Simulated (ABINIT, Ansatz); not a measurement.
# GaN (P6_3mc): changed settings of a GW run in ABINIT

What do changed inputs do to GW on GaN (P6_3mc)?

Program: ABINIT 10.8.3. Level of theory: PBE and many-body steps on it, plane waves. Results are calculated unless marked as measured.

Report form: the programs' logs are mostly left out.

The database entry behind the starting cell differs from later determinations by our own check (about 0.3 % short, ideal inner coordinate), so it need not match the best structure at ambient conditions.

### Step 1. The starting structure

It takes space group P6_3mc (No. 186, hexagonal). The conventional cell has a = 3.180 Å, b = 3.180 Å, c = 5.166 Å, α = 90.00°, β = 90.00°, γ = 120.00°. Ga has 4 N at 1.94 to 1.95 Å nearest. Nearest to N lie 4 Ga at 1.94 to 1.95 Å. Farther neighbours and most contacts between anions are not listed.

The cell and positions come from the Crystallography Open Database and are kept as given unless a step says otherwise.

### Step 2. Screening, 6×6×4 mesh, 144 bands, screening to 176.9 eV

This step: ABINIT 10.8.3; RPA screening on PBE, plane waves, norm-conserving pseudopotentials.

The RPA dielectric matrix is built and inverted for each q.

File run.abi:

```
acell 3*1.0 Angstrom
rprim 
  3.179999999980 0.000000000005 0.000000000000
  -1.589999999994 2.753960784015 0.000000000000
  0.000000000000 0.000000000000 5.166000000000
ntypat 2
znucl 31 7
natom 4
typat 1 1 2 2
xred 
  0.333333333333 0.666666666667 0.000000000000
  0.666666666667 0.333333333333 0.500000000000
  0.333333333333 0.666666666667 0.375000000000
  0.666666666667 0.333333333333 0.875000000000
pp_dirpath "pseudos"
pseudos "Ga.upf, N.upf"
ecut 45
ngkpt 6 6 4
nshiftk 1
shiftk 0 0 0
kptopt 1
chksymbreak 0
istwfk *1
occopt 1
irdwfk 1
optdriver 3
nband 144
ecuteps 6.5
inclvkb 2
awtr 1
symchi 1
indata_prefix "in"
outdata_prefix "out"
tmpdata_prefix "tmp"
```

The run is started by

```bash
> OMP_NUM_THREADS=1 mpirun -n 4 abinit run.abi > log
```

Elapsed: 24 min, on 4 MPI ranks of Intel Xeon Platinum 8259CL at 2.50GHz (Skylake/Cascade Lake), shared host; peak memory 3.2 GiB.

This step gave:

```
ε∞ with local fields, on this mesh, along the program's q direction : 5.775
the same without local fields                                       : 6.205
plasma frequency                                                    : 39.81 eV
plane waves in the screening matrix                                 : 245
```

Local fields lower ε∞ by 7 %.

### Step 3. Base

The self-energy is evaluated for the states that the input lists, and the levels follow from it, in one-shot runs by the linearised quasiparticle equation.

This step: G0W0 on PBE, plane waves, norm-conserving pseudopotentials.

run.abi: that of step 2 with these lines changed.

```diff
@@ -25,8 +25,15 @@
 irdwfk 1
-optdriver 3
+optdriver 4
 nband 144
+gwcalctyp 0
+ecutsigx 45
+symsigma 1
+nkptgw 1
+kptgw 
+  0.0000000000 0.0000000000 0.0000000000
+bdgw 
+  25 28
 ecuteps 6.5
-inclvkb 2
-awtr 1
-symchi 1
+irdscr 1
+ppmodel 1
 indata_prefix "in"
```

Run time: 18 s. Hardware: 4 MPI ranks; peak memory 2.5 GiB.

Numbers from this step:

* G0W0 gap on the points computed: 2.868 eV
* starting gap on the mesh: 1.995 eV
* k of the valence top: 0, 0, 0
* k of the conduction bottom: 0, 0, 0
* Z at the valence top: 0.8
* Z at the conduction bottom: 0.826
* least direct G0W0 gap on the computed points: 2.868 eV

The gap on the mesh goes from 1.99 eV to 2.87 eV, a correction of +0.87 eV.

### Step 4. Screening cutoff above the file's

run.abi: that of step 3 with these lines changed.

```diff
@@ -35,3 +35,3 @@
   25 28
-ecuteps 6.5
+ecuteps 26
 irdscr 1
```

The job ended after 27 s (4 MPI ranks; peak memory 2.4 GiB; 1.8 min of CPU time).

The run ended normally, though the input holds a fault or crude settings.

The fault put into this input: screening cutoff above the file's. It printed a gap of 2.87 eV, the value of the sound run: the program fell back on what its files hold, so an unchanged gap is no proof of convergence.

### Step 5. Side by side

Times are wall times on 4 MPI ranks of Intel Xeon Platinum 8259CL at 2.50GHz (Skylake/Cascade Lake), shared host, good to a factor of about two. A run's time includes the screening step that it read.

```
 run   mesh  bands  screening cutoff (eV)  DFT gap (eV)  gap on the mesh (eV)  direct (eV)  ε∞ used    time
base  6×6×4    144                  176.9         1.995                 2.868        2.868     5.77  25 min
```

### Step 6. Outcome

```
base         : 2.868 eV
known limits : not at the basis limit; no spin-orbit coupling
```

**Reading.** Bands and cutoff are finite, so the gap is not at the basis limit. The miss can reach some tenths of an eV and take either sign; the mesh is an error of its own. In the G0W0 run levels were corrected at 1 k point alone, so a gap called «on the mesh» is the least over those, and an edge elsewhere would be missed. The many-body steps are scalar-relativistic: spin-orbit coupling is not in them.

[Paths, hosts, dates, memory and timing lines, banners, echoed tables and standing remarks are left out of the program output.]

[Logs are printed without paths, hosts, clocks, repeated set-up lines and the standing remarks that a program may print on its own settings, such as how far it seeks lower states.]

[Runs of the session that timed out or met a known fault of the program may be left out.]

[Hosts, paths, dates, database ids (printed as entryN), source tags and the programs' standing remarks are cut or masked in the printed files.]

[G0W0 gaps are taken among the corrected bands and points alone; a level outside them can change the order at an edge.]

[Where Ansatz stands beside ABINIT at settings called matched, ABINIT's density can come from a denser mesh and the files from another edition; pairs whose starting gaps differed by over 0.03 eV were left out, so agreement reads better than it is.]
